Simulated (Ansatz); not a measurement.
## Free carriers and the phonons of BP (F-43m)

Aim: how far do free carriers move the optical modes of BP (F-43m)?

Calculated with Ansatz 0.2.0; DFT LDA, scalar-relativistic, plane waves, PAW; PAW set soft_1.

## 1. Starting point

It takes space group F-43m (No. 216, cubic). Conventional cell: a = 4.538 Å, b = 4.538 Å, c = 4.538 Å, α = 90.00°, β = 90.00°, γ = 90.00°. B has 4 P at 1.97 Å nearest. Nearest to P lie 4 B at 1.97 Å. Farther neighbours are not listed.

Structure file:

```cif
data_structure
_symmetry_space_group_name_H-M 'F-43m'
_symmetry_Int_Tables_number 216
_cell_length_a 4.5380
_cell_length_b 4.5380
_cell_length_c 4.5380
_cell_angle_alpha 90.000
_cell_angle_beta 90.000
_cell_angle_gamma 90.000
_cell_volume 93.45
loop_
_atom_site_label
_atom_site_type_symbol
_atom_site_symmetry_multiplicity
_atom_site_Wyckoff_symbol
_atom_site_fract_x
_atom_site_fract_y
_atom_site_fract_z
_atom_site_occupancy
B1 B 4 a 0.00000 0.00000 0.00000 1
P1 P 4 c 0.25000 0.25000 0.25000 1
```

## 2. Bringing the structure to rest

The cell and atoms are relaxed, since residual forces and stress would shift the frequencies.

File input.yaml:

```yaml
crystal:
  lattice:
    - [0.0, 2.269, 2.269]
    - [2.269, 0.0, 2.269]
    - [2.269, 2.269, 0.0]
  atoms:
    - { symbol: B, position: [0.0, 0.0, 0.0] }
    - { symbol: P, position: [0.75, 0.75, 0.75] }
kpoints:
  mp_grid: { grid: [10, 10, 10] }
hamiltonian:
  xc: lda
  pseudopotentials: { kind: paw, azcp: { folder: soft_1 }, xc_functional: pbe }
scf:
  occupations: { method: gaussian, width: 0.02 }
output:
  forces: true
  stress: true
  eigenvalues: true
relax:
  adjacent_minimum: "off"
  f_tol: 0.005
  max_steps: 80
  cell: { stress_tol: 0.05 }
```

Launch:

```console
ansatz run input.yaml --threads 4 --pin off --max-ram 16384MiB --backend cpu --events-out ev --progress --plain --runs-dir out
```

Numbers of over 12 decimals in the logs are rounded to 6 here.

The program printed:

```text
Engine: ansatz 0.2.0, aarch64-unknown-linux-gnu
Pseudopotentials: kind: paw
Pseudopotential: B, paw, valence charge 3, recommended cutoff 420 eV (normal), soft_1/B.paw.azcp
Pseudopotential: P, paw, valence charge 5, recommended cutoff 420 eV (normal), soft_1/P.paw.azcp
Functional definition: SPW92
  exchange = slater_x
  correlation = pw_c
Crystal: 2 atoms, lattice volume = 23.363 Å³
Basis set: ecut = 420 eV, 459 PW (Γ)
Bands: 8, of which v1, the nominal top of the filled ones, is band 4 counted from 1 (3 counted from 0)
Symmetry: 24 space group operations
Space group: F-43m (ITA 216), of the structure as read, at distance tolerance 2.9e-5 Å
k-points: 47 of 1000 (time reversal used)
Non-local potential: B, projectors of the file, l = 0: 2, l = 1: 2, l = 2: 1
Non-local potential: P, projectors of the file, l = 0: 2, l = 1: 2, l = 2: 1
PAW form: soft (Blöchl's): semilocal exchange-correlation on the pseudo side does not see the compensation charge
PAW frozen core: B, regenerated for the run's functional, and the local potential with it (the file was generated under x = pbe(κ = 0.804, μ = 0.219515), c = pbe(β = 0.066725))
PAW frozen core: P, regenerated for the run's functional, and the local potential with it (the file was generated under x = pbe(κ = 0.804, μ = 0.219515), c = pbe(β = 0.066725))
PAW one-centre angular grid: B, 110 points (default); XC on 64 Gauss nodes
PAW one-centre angular grid: P, 110 points (default); XC on 64 Gauss nodes
Initial density: superposition of atomic densities (chi_scale 0.1, normalization cell, long waves kept (reshape's long-wave potential 0.00 eV rms))
Initial wavefunctions: pseudopotential atomic-orbital guess
Functional: x = slater, c = lda
SCF iter   1: F=—  HF=-877.401919 eV  |F-HF|=—  |Δ(HF+E_count)|=         —  Δρ=9.12e-2  dr2=2.19e0  ethr=3.10e-3  ⟨swp⟩=6.3  Hψ=3578  notcnv=0
preconditioner: auto → none  [insulator: Δε(μ)=1.983 eV  Ē_g=12.873 eV  σ=0.020 eV  W_gap=1.00  n_scr=0 (ndim 8)  ℏωp=21.7 eV  f_vac=0.000  D(μ)=0.00/eV (n_scr^D=0)  ε∞_Penn≈3.8]
SCF iter   2: F=—  HF=-876.680554 eV  |F-HF|=—  |Δ(HF+E_count)|=   7.21e-1  Δρ=2.93e-2  dr2=1.56e-1  ethr=3.10e-3  ⟨swp⟩=2.9  Hψ=1155  notcnv=0
SCF iter   3: F=—  HF=-876.630547 eV  |F-HF|=—  |Δ(HF+E_count)|=   5.00e-2  Δρ=1.12e-2  dr2=1.87e-2  ethr=1.95e-3  ⟨swp⟩=3.0  Hψ=752  notcnv=0
SCF iter   4: F=—  HF=-876.625106 eV  |F-HF|=—  |Δ(HF+E_count)|=   5.44e-3  Δρ=1.56e-3  dr2=2.72e-4  ethr=2.34e-4  ⟨swp⟩=3.0  Hψ=753  notcnv=0
SCF iter   5: F=—  HF=-876.625050 eV  |F-HF|=—  |Δ(HF+E_count)|=   5.59e-5  Δρ=6.20e-5  dr2=3.26e-7  ethr=3.40e-6  ⟨swp⟩=2.9  Hψ=608  notcnv=0
SCF iter   6: F=—  HF=-876.625050 eV  |F-HF|=—  |Δ(HF+E_count)|=   3.45e-7  Δρ=1.24e-5  dr2=1.66e-8  ethr=1.25e-9  ⟨swp⟩=7.0  Hψ=2233  notcnv=0
SCF iter   7: F=-876.625050 eV  HF=-876.625050 eV  |F-HF|=5.93e-11  |Δ(HF+E_count)|=   3.02e-9  Δρ=6.40e-7  dr2=1.02e-10  ethr=2.07e-10  ⟨swp⟩=2.2  Hψ=1242  notcnv=0
SCF 1 converged in 7 iterations: F = -876.625050 eV  dr2 = 1.02e-10
  greatest PAW one-centre occupation: 0.761 electrons in one spin orbital (limit 2), on the P atom at site 1 (counted from 0), in its partial waves of l = 0
relax step   1: F+E_penalty+E_count = -876.62505011 eV  Δ(F+E_penalty+E_count) = +0.000e0 eV  max|allowed force component| = 3.238e-16 eV/Å  Δτ_max = 0.0000 Å  P = -5.214 GPa  Ω = 23.363 Å³  (7 SCF iters, dr2 threshold 1.00e-7 eV, accepted)
Crystal: 2 atoms, lattice volume = 22.958 Å³
Initial density: handed on by an earlier stage of this run
Initial wavefunctions: those handed on with the density
iter 1 solved again at ethr=4.10e-5 eV; its pass at ethr=3.10e-3 eV (dr2=3.28e-3 eV) is discarded
SCF iter   1: F=—  HF=-876.636141 eV  |F-HF|=—  |Δ(HF+E_count)|=         —  Δρ=3.26e-3  dr2=3.27e-3  ethr=4.10e-5  ⟨swp⟩=2.0  Hψ=3748  notcnv=0
preconditioner: auto → none  [insulator: Δε(μ)=1.194 eV  Ē_g=12.836 eV  σ=0.020 eV  W_gap=1.00  n_scr=0 (ndim 8)  ℏωp=21.9 eV  f_vac=0.000  D(μ)=0.00/eV (n_scr^D=0)  ε∞_Penn≈3.9]
SCF iter   2: F=—  HF=-876.635013 eV  |F-HF|=—  |Δ(HF+E_count)|=   1.13e-3  Δρ=7.51e-4  dr2=1.54e-4  ethr=4.09e-5  ⟨swp⟩=3.1  Hψ=745  notcnv=0
SCF iter   3: F=—  HF=-876.634955 eV  |F-HF|=—  |Δ(HF+E_count)|=   5.73e-5  Δρ=2.35e-4  dr2=1.44e-5  ethr=1.93e-6  ⟨swp⟩=2.1  Hψ=567  notcnv=0
SCF iter   4: F=—  HF=-876.634950 eV  |F-HF|=—  |Δ(HF+E_count)|=   5.34e-6  Δρ=4.11e-5  dr2=2.07e-7  ethr=1.80e-7  ⟨swp⟩=2.0  Hψ=564  notcnv=0
SCF iter   5: F=-876.634950 eV  HF=-876.634950 eV  |F-HF|=1.84e-11  |Δ(HF+E_count)|=   4.06e-8  Δρ=1.41e-6  dr2=1.84e-10  ethr=2.50e-9  ⟨swp⟩=5.6  Hψ=1954  notcnv=0
SCF 2 converged in 5 iterations: F = -876.634950 eV  dr2 = 1.84e-10
  greatest PAW one-centre occupation: 0.762 electrons in one spin orbital (limit 2), on the P atom at site 1 (counted from 0), in its partial waves of l = 0
relax step   2: F+E_penalty+E_count = -876.63494984 eV  Δ(F+E_penalty+E_count) = -9.900e-3 eV  max|allowed force component| = 1.249e-16 eV/Å  Δτ_max = 0.0000 Å  P = -2.378 GPa  Ω = 22.958 Å³  energy of the carried Pulay correction = +2.401e-4 eV  (5 SCF iters, dr2 threshold 2.00e-7 eV, accepted)
Crystal: 2 atoms, lattice volume = 22.628 Å³
iter 1 solved again at ethr=2.84e-5 eV; its pass at ethr=3.10e-3 eV (dr2=2.27e-3 eV) is discarded
SCF iter   1: F=—  HF=-876.638341 eV  |F-HF|=—  |Δ(HF+E_count)|=         —  Δρ=2.75e-3  dr2=2.27e-3  ethr=2.84e-5  ⟨swp⟩=2.0  Hψ=3729  notcnv=0
preconditioner: auto → none  [insulator: Δε(μ)=1.173 eV  Ē_g=12.945 eV  σ=0.020 eV  W_gap=1.00  n_scr=0 (ndim 8)  ℏωp=22.1 eV  f_vac=0.000  D(μ)=0.00/eV (n_scr^D=0)  ε∞_Penn≈3.9]
SCF iter   2: F=—  HF=-876.637552 eV  |F-HF|=—  |Δ(HF+E_count)|=   7.90e-4  Δρ=6.22e-4  dr2=1.04e-4  ethr=2.84e-5  ⟨swp⟩=2.9  Hψ=734  notcnv=0
SCF iter   3: F=—  HF=-876.637514 eV  |F-HF|=—  |Δ(HF+E_count)|=   3.77e-5  Δρ=1.94e-4  dr2=9.56e-6  ethr=1.29e-6  ⟨swp⟩=2.0  Hψ=566  notcnv=0
SCF iter   4: F=-876.637510 eV  HF=-876.637510 eV  |F-HF|=3.47e-8  |Δ(HF+E_count)|=   3.54e-6  Δρ=3.44e-5  dr2=1.41e-7  ethr=2.50e-9  ⟨swp⟩=5.1  Hψ=2311  notcnv=0
SCF 3 converged in 4 iterations: F = -876.637510 eV  dr2 = 1.41e-7
  greatest PAW one-centre occupation: 0.763 electrons in one spin orbital (limit 2), on the P atom at site 1 (counted from 0), in its partial waves of l = 0
relax step   3: F+E_penalty+E_count = -876.63751043 eV  Δ(F+E_penalty+E_count) = -2.561e-3 eV  max|allowed force component| = 8.789e-17 eV/Å  Δτ_max = 0.0000 Å  P = +0.109 GPa  Ω = 22.628 Å³  energy of the carried Pulay correction = +4.381e-4 eV  (4 SCF iters, dr2 threshold 2.00e-7 eV, accepted)
[...]
relax step   4: F+E_penalty+E_count = -876.63750676 eV  Δ(F+E_penalty+E_count) = +3.673e-6 eV  max|allowed force component| = 6.939e-17 eV/Å  Δτ_max = 0.0000 Å  P = +0.001 GPa  Ω = 22.642 Å³  energy of the carried Pulay correction = +4.298e-4 eV  (3 SCF iters, dr2 threshold 2.95e-8 eV, accepted)
Initial wavefunctions: pseudopotential atomic-orbital guess (no wavefunctions were taken with the density)
iter 1 solved again at ethr=1.74e-6 eV; its pass at ethr=3.10e-3 eV (dr2=1.39e-4 eV) is discarded
SCF iter   1: F=—  HF=-876.637129 eV  |F-HF|=—  |Δ(HF+E_count)|=         —  Δρ=5.27e-5  dr2=8.27e-8  ethr=1.74e-6  ⟨swp⟩=2.4  Hψ=4622  notcnv=0
eigensolver tolerance schedule: the retry pair's looser diagonalisation over-reported the residual by 1684.27 of it (diagonalisation noise at 17.86 of the residual, at the tolerance the schedule requests for it); recorded, not acted on — ethr = c·dr2/N_el stays at c = 1.0e-1
preconditioner: auto → none  [insulator: Δε(μ)=1.150 eV  Ē_g=12.936 eV  σ=0.020 eV  W_gap=1.00  n_scr=0 (ndim 8)  ℏωp=22.1 eV  f_vac=0.000  D(μ)=0.00/eV (n_scr^D=0)  ε∞_Penn≈3.9]
SCF iter   2: F=—  HF=-876.637130 eV  |F-HF|=—  |Δ(HF+E_count)|=   7.90e-7  Δρ=2.62e-5  dr2=1.69e-8  ethr=1.03e-9  ⟨swp⟩=2.8  Hψ=621  notcnv=0
SCF iter   3: F=—  HF=-876.637130 eV  |F-HF|=—  |Δ(HF+E_count)|=   3.41e-8  Δρ=2.38e-6  dr2=2.66e-10  ethr=2.11e-10  ⟨swp⟩=1.9  Hψ=503  notcnv=0
SCF iter   4: F=—  HF=-876.637130 eV  |F-HF|=—  |Δ(HF+E_count)|=  2.61e-10  Δρ=4.61e-7  dr2=3.12e-11  ethr=1.00e-12  ⟨swp⟩=7.5  Hψ=2106  notcnv=0
SCF iter   5: F=-876.637130 eV  HF=-876.637130 eV  |F-HF|=2.27e-13  |Δ(HF+E_count)|=  5.57e-12  Δρ=1.06e-7  dr2=1.14e-12  ethr=1.00e-12  ⟨swp⟩=5.8  Hψ=1371  notcnv=0
SCF 5 converged in 5 iterations: F = -876.637130 eV  dr2 = 1.14e-12
relax step   5: F+E_penalty+E_count = -876.63713030 eV  Δ(F+E_penalty+E_count) = +3.765e-4 eV  max|allowed force component| = 9.714e-17 eV/Å  Δτ_max = 0.0000 Å  P = -0.026 GPa  Ω = 22.642 Å³  stress off target by 2.55e-2 GPa  SCF on the basis re-selected at this cell (its energy is not comparable with the rows above)  (5 SCF iters)
basis re-selected at this cell: Δ(F+E_penalty+E_count) = +3.765e-4 eV, ΔP = -0.027 GPa vs the last step (what re-selecting the basis moved, of the pressure what is left beyond the Pulay correction that the steps carried, after the strain that the cell walked since its last selection, with what the two solves' SCF thresholds leave and, on support functions, any second-order correction that the steps lacked; it is no m [...]
SCF converged after 5 iterations
Free energy (F): -876.637130 eV
Harris-Foulkes:  -876.637130 eV  (|F-HF|=2.27e-13)
Internal energy: -876.637130 eV  (E = F + TS)
E sigma→0 (E₀):  -876.637130 eV
Fermi energy:    10.038576 eV
--- Per-component energies (eV) ---
  E_band       = 23.045356
  E_kinetic    = 122.410788
  E_local      = -61.177035  (includes V_loc(G=0)·N_el)
  E_nonlocal   = 41.765026
  E_hartree    = 16.689529
  E_xc         = -106.570328
  E_vxc        = -102.018175  (∫ρ·V_xc dr)
  E_paw        = -601.427641  (= ΣΔE_a)
  E_vpaw       = -11.314315  (= ΣTr[D̂ρ^β])
  E_aug_tail   = 0.000009  (compensation charges beyond the density's cutoff)
  E_ewald      = -288.490665
  E_core_change = 0.163186  (= ΣΔE_core)
  E_smearing   = -0.000000  (= −TS)
  E_closure    = 0.000000  (closes the sum)
  Σ components = -876.637130   (vs F -876.637130, Δ=0.00e0)
--- Forces (eV/Å), atoms counted from 1 ---
  atom   1  B     -0.00000000    -0.00000000     0.00000000
  atom   2  P      0.00000000     0.00000000     0.00000000
  max |Σ_I F_I| component: 1.62e-16 eV/Å
--- Stress (GPa, compression-positive) ---
       -0.025509      -0.000000      -0.000000
       -0.000000      -0.025509       0.000000
       -0.000000       0.000000      -0.025509
  P = ⅓ Tr σ = -0.0255 GPa (-0.255 kbar)
--- Band table (eV; the first three rows and the last of 47) ---
  k-point 0: bands = ["-6.2095", "9.4637", "9.4637", "9.4637", "12.8891", "12.8891", "12.8891", "17.2871"]
  k-point 1: bands = ["-6.0250", "8.1507", "9.1628", "9.1628", "13.3048", "13.3048", "13.3419", "17.7647"]
  k-point 2: bands = ["-5.4780", "5.7737", "8.5939", "8.5939", "13.5914", "14.0282", "14.0282", "18.7873"]
  k-point 46: bands = ["-0.9458", "1.3224", "3.7537", "3.9121", "14.0019", "14.8545", "17.8330", "18.2268"]
--- Relaxed structure (4 steps of the walk, 4 accepted, 1 SCFs on fresh bases) ---
  F+E_penalty+E_count = -876.63713030 eV   max|allowed force component| = 9.714e-17 eV/Å   (the final SCF, on the basis selected at the relaxed cell)
  cell:  # Å, volume = 22.6422 Å³
    - [0, 2.245411, 2.245411]
    - [2.245411, 0, 2.245411]
    - [2.245411, 2.245411, 0]
  atoms:
    - { symbol: B, position: [0, 0, 0] }
    - { symbol: P, position: [0.75, 0.75, 0.75] }
```

Elapsed: 1.9 s, on 4 threads of Arm Neoverse V2, shared host; peak memory 0.27 GiB; 6.3 s of CPU time.

Relaxation path:

| step | energy less that of the first step (eV) | largest force component (eV/Å) | pressure (GPa) | volume (Å³) |
| --- | --- | --- | --- | --- |
| 1 | 0.0000 | 0.0000 | -5.21 | 23.36 |
| 2 | -0.0099 | 0.0000 | -2.38 | 22.96 |
| 3 | -0.0125 | 0.0000 | 0.11 | 22.63 |
| 4 | -0.0125 | 0.0000 | 0.00 | 22.64 |
| 5* | -0.0121 | 0.0000 | -0.03 | 22.64 |

Relaxation steps marked * repeat the geometry before them on a plane-wave basis chosen anew for their cell, so energy and pressure can jump there.

Forces are held to the 24 operations that the run works with; a distortion that breaks them can't arise in this run.

| conventional cell, symmetrised | before | after | change |
| --- | --- | --- | --- |
| a (Å) | 4.538 | 4.491 | -1.0 % |
| b (Å) | 4.538 | 4.491 | -1.0 % |
| c (Å) | 4.538 | 4.491 | -1.0 % |
| volume (Å³/atom) | 11.68 | 11.32 | -3.1 % |

The relaxed structure:

```xyz
2
Lattice="0.0000 2.2454 2.2454 2.2454 0.0000 2.2454 2.2454 2.2454 0.0000" Properties=species:S:1:pos:R:3 pbc="T T T"
B     0.0000    0.0000    0.0000
P     3.3681    3.3681    3.3681
```

Numbers from this step:

```yaml
pressure: -0.02551 GPa
gap_on_the_k_mesh: 1.150 eV
volume_per_atom: 11.32 Å³
```

In this step the volume went from 11.68 to 11.32 Å³/atom.

## 3. Tight relaxation

Phonons need small forces and stress, so the relaxation is finished with tight tolerances on 12×12×12 k points.

input.yaml, the sections that differ from step 2:

```yaml
crystal:
  lattice:
    - [0.0, 2.2454114928, 2.2454114928]
    - [2.2454114928, 0.0, 2.2454114928]
    - [2.2454114928, 2.2454114928, 0.0]
  atoms:
    - { symbol: B, position: [0.0, 0.0, 0.0] }
    - { symbol: P, position: [0.75, 0.75, 0.75] }
kpoints:
  mp_grid: { grid: [12, 12, 12] }
scf:
  occupations: { method: fixed }
relax:
  adjacent_minimum: "off"
  f_tol: 0.001
  max_steps: 60
  cell: { stress_tol: 0.01 }
# hamiltonian, output: as in step 2
```

The program printed:

```text
[...]
Crystal: 2 atoms, lattice volume = 22.642 Å³
Basis set: ecut = 420 eV, 459 PW (Γ)
Bands: 8, of which v1, the nominal top of the filled ones, is band 4 counted from 1 (3 counted from 0)
Symmetry: 24 space group operations
[...]
k-points: 72 of 1728 (time reversal used)
[...]
P = ⅓ Tr σ = 0.0001 GPa (0.001 kbar)
--- Band table (eV; the first three rows and the last of 72) ---
[...]
--- Relaxed structure (3 steps of the walk, 3 accepted, 1 SCFs on fresh bases) ---
[...]
cell:  # Å, volume = 22.6385 Å³
    - [0, 2.245291, 2.245291]
    - [2.245291, 0, 2.245291]
    - [2.245291, 2.245291, 0]
  atoms:
    - { symbol: B, position: [0, 0, 0] }
    - { symbol: P, position: [0.750000, 0.750000, 0.750000] }
[key lines of the parts left out:]
SCF converged after 5 iterations
Free energy (F): -876.637424 eV
Fermi energy:    9.465797 eV
```

It took 1.9 s on 4 threads; peak memory 0.27 GiB; 6.5 s of CPU time.

Little changed from the start: no atom moved by 0.005 Å and no cell edge by 0.1 %.

This step gave:

```
pressure          : 6.82e-5 GPa
gap on the k-mesh : 1.144 eV
```

The forces vanish by symmetry and the pressure is 0.000 GPa, within the tolerances set. The cell now holds 11.32 Å³/atom.

## 4. Ground state of a member: no carriers

The cell of the neutral crystal is kept with no carriers. The bands are sampled on 36×36×36 points with Fermi-Dirac filling of 0.03 eV.

input.yaml, the sections that differ from step 3:

```yaml
crystal:
  lattice:
    - [0.0, 2.2452912038, 2.2452912038]
    - [2.2452912038, 0.0, 2.2452912038]
    - [2.2452912038, 2.2452912038, 0.0]
  atoms:
    - { symbol: B, position: [0.0, 0.0, 0.0] }
    - { symbol: P, position: [0.75, 0.75, 0.75] }
kpoints:
  mp_grid: { grid: [36, 36, 36] }
scf:
  occupations: { method: fermi_dirac, width: 0.03 }
# hamiltonian, output: as in step 3
# relax: removed
```

The program printed:

```text
[...]
Crystal: 2 atoms, lattice volume = 22.639 Å³
Basis set: ecut = 420 eV, 459 PW (Γ)
Bands: 8, of which v1, the nominal top of the filled ones, is band 4 counted from 1 (3 counted from 0)
Symmetry: 24 space group operations
[...]
k-points: 1240 of 46656 (time reversal used)
[...]
SCF iter   1: F=—  HF=-877.483953 eV  |F-HF|=—  |Δ(HF+E_count)|=         —  Δρ=9.63e-2  dr2=2.35e0  ethr=3.10e-3  ⟨swp⟩=6.3  Hψ=95694  notcnv=0
[...]
SCF iter   7: F=-876.637463 eV  HF=-876.637463 eV  |F-HF|=5.49e-11  |Δ(HF+E_count)|=   2.54e-9  Δρ=6.22e-7  dr2=9.26e-11  ethr=1.87e-10  ⟨swp⟩=2.2  Hψ=32331  notcnv=0
SCF 1 converged in 7 iterations: F = -876.637463 eV  dr2 = 9.26e-11
[...]
SCF converged after 7 iterations
Free energy (F): -876.637463 eV
[...]
Internal energy: -876.637463 eV  (E = F + TS)
E sigma→0 (E₀):  -876.637463 eV
Fermi energy:    10.036729 eV
[...]
--- Stress (GPa, compression-positive) ---
       -0.000673      -0.000000      -0.000000
        0.000000      -0.000673       0.000000
       -0.000000       0.000000      -0.000673
  P = ⅓ Tr σ = -0.0007 GPa (-0.007 kbar)
--- Band table (eV; the first three rows and the last of 1240) ---
[...]
```

Run time: 6.8 s. Hardware: 4 threads; peak memory 0.6 GiB.

The column dr2 measures how far the density is from self-consistency, as an energy; F and HF (Harris–Foulkes) agree once it is small.

The forces vanish by symmetry.

## 5. Zone-centre modes of the member: no carriers

Phonons follow from the second derivative of the energy, found here by linear response.

The zone-centre modes follow for no carriers.

input.yaml, as its differences from that of step 4:

```diff
@@ -16,4 +16,4 @@
 output:
-  forces: true
-  stress: true
   eigenvalues: true
+phonons:
+  method: dfpt
```

The program printed:

```text
zone centre: on kpoints.mp_grid the ground state, and the responses unless they are solved on pairs of k-points, stand on 3349 of the mesh's 46656 k-points, reduced under 8 symmetry operations, with k and −k counted as one. Each operation leaves every solved displacement unchanged or reverses it
[...]
Crystal: 2 atoms, lattice volume = 22.639 Å³
Basis set: ecut = 420 eV, 459 PW (Γ), exchange–correlation on 48×48×48 points (8 copies of the dense FFT grid, shifted against one another)
Bands: 8, of which v1, the nominal top of the filled ones, is band 4 counted from 1 (3 counted from 0)
Symmetry: 24 space group operations
k-points: 3349 of 46656 (irreducible under 8 space group operations, time reversal used)
[...]
SCF iter   1: F=—  HF=-877.483953 eV  |F-HF|=—  |Δ(HF+E_count)|=         —  Δρ=9.63e-2  dr2=2.35e0  ethr=3.10e-3  ⟨swp⟩=6.3  Hψ=258826  notcnv=0
[...]
SCF iter   8: F=-876.637463 eV  HF=-876.637463 eV  |F-HF|=1.14e-13  |Δ(HF+E_count)|=  3.94e-11  Δρ=1.50e-8  dr2=5.52e-14  ethr=1.00e-12  ⟨swp⟩=7.1  Hψ=159745  notcnv=0
SCF 1 converged in 8 iterations: F = -876.637463 eV  dr2 = 5.52e-14
[...]
DFPT response loops at Γ: preconditioner auto → none (the input reference at scf.mixing.eps_inf says where Resta's filter doesn't serve); β = 0.50; Broyden in place of MSR1
SCF converged after 8 iterations
Free energy (F): -876.637463 eV
[...]
Internal energy: -876.637463 eV  (E = F + TS)
E sigma→0 (E₀):  -876.637463 eV
Fermi energy:    10.036734 eV
[...]
--- Band table (eV; the first three rows and the last of 3349) ---
[...]
--- Phonons (Γ-DFPT): 2 representative perturbations + reference, on 3349 of 46656 k-points (Σ response iterations 5) ---
  k mesh reduced under 8 symmetry operations, with k and −k counted as one. Each operation leaves every solved displacement unchanged or reverses it
  ASR residual: 8.617e-6 → 0.000e0 eV/Å²; symmetrization residual: 7.215e-8 eV/Å²
  ASR residual per site (eV/Å²): 8.62e-6 6.43e-6
  Γ frequencies (cm⁻¹): 0.00 0.00 0.00 820.89 820.89 820.89
  non-analytic LO–TO correction: not included (Born effective charges unavailable; polar crystals: no LO–TO splitting at Γ)
```

Wall time 44 s (4 threads); peak memory 1.9 GiB; 2.7 min of CPU time.

This step gave:

```
sum-rule residual before enforcement                    : 8.62e-6 eV/Å²
point group                                             : -43m
highest optical mode at the zone centre (no LO-TO term) : 820.9 cm⁻¹
lowest optical zone-centre mode                         : 820.9 cm⁻¹
```

Without the LO-TO term. Patterns of degenerate modes are one choice out of their space. Modes at Γ, with each element's share of the kinetic energy:

| mode | frequency (cm⁻¹) | symmetry | B % | P % |
| --- | --- | --- | --- | --- |
| 1 | 0.0 | acoustic | 26 | 74 |
| 2 | 0.0 | acoustic | 26 | 74 |
| 3 | 0.0 | acoustic | 26 | 74 |
| 4 | 820.9 | T2 | 74 | 26 |
| 5 | 820.9 | T2 | 74 | 26 |
| 6 | 820.9 | T2 | 74 | 26 |

Displacements in mode 6 (820.9 cm⁻¹), the largest set to 1:
```
B1   0.00  1.00  0.00
P2   0.00 -0.35  0.00
```

The optical mode without the LO-TO term lies at 820.9 cm⁻¹.

[end of part 1 of 2]

[Logs are printed without paths, hosts, clocks, repeated set-up lines and the standing remarks that a program may print on its own settings, such as how far it seeks lower states.]

[Hosts, paths, dates, database ids (printed as entryN), source tags and the programs' standing remarks are cut or masked in the printed files.]
